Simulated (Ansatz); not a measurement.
# ZnCu: which shell does photoemission see at 21.2 and 600 eV? (LDA)

The valence band of ZnCu mixes several shells. Work out by hand which one leads the spectrum's area at each photon energy.

Filled states come from the projected DOS of Ansatz 0.2.0 (LDA, plane waves); cross sections σ and asymmetry parameters β are those of free atoms in a Dirac–Hartree–Slater calculation. A shell's area is states × σ × angular factor, which is 1 − β·P₂(cos θ)/2 for unpolarised light, with θ = 45° from the beam and P₂ = 0.250.

**At 21.2 eV** (states counted from 11.2 eV below the zero; other shells add 0.089 to the products' sum of 12):

```
shell  filled states a cell  cross section (Mb an electron)      β  angular factor  product  share by hand (%)  share in the simulated spectrum (%)
Zn 3d                  9.97                           0.394   0.01            1.00     3.92                 33                                   33
Cu 3d                  9.83                           0.796  -0.20            1.03     8.02                 67                                   67
```

**At 600 eV** (states counted from 11.8 eV below the zero; other shells add 0.0035 to the products' sum of 0.316):

| shell | filled states a cell | cross section (Mb an electron) | β | angular factor | product | share by hand (%) | share in the simulated spectrum (%) |
| --- | --- | --- | --- | --- | --- | --- | --- |
| Zn 3d | 9.97 | 0.0212 | 1.21 | 0.85 | 0.179 | 57 | 57 |
| Cu 3d | 9.83 | 0.016 | 1.21 | 0.85 | 0.133 | 42 | 42 |

Cu 3d leads at 21.2 eV and Zn 3d at 600 eV. Between the two energies σ of Cu 3d changes by a factor 0.020 and that of Zn 3d by 0.054, so their ratio moves 2.7-fold in favour of the second. The simulated spectrum uses the same rule on the energy-resolved DOS, so the two share columns agree within a few points.

Only crystals where the two columns agree within 4 points and the lead is clear are worked in this form. Free-atom cross sections ignore the solid's final states, no escape depth or background enters, and the count of states a shell hangs on the projection.

[Logs are printed without paths, hosts, clocks, repeated set-up lines and the standing remarks that a program may print on its own settings, such as how far it seeks lower states.]
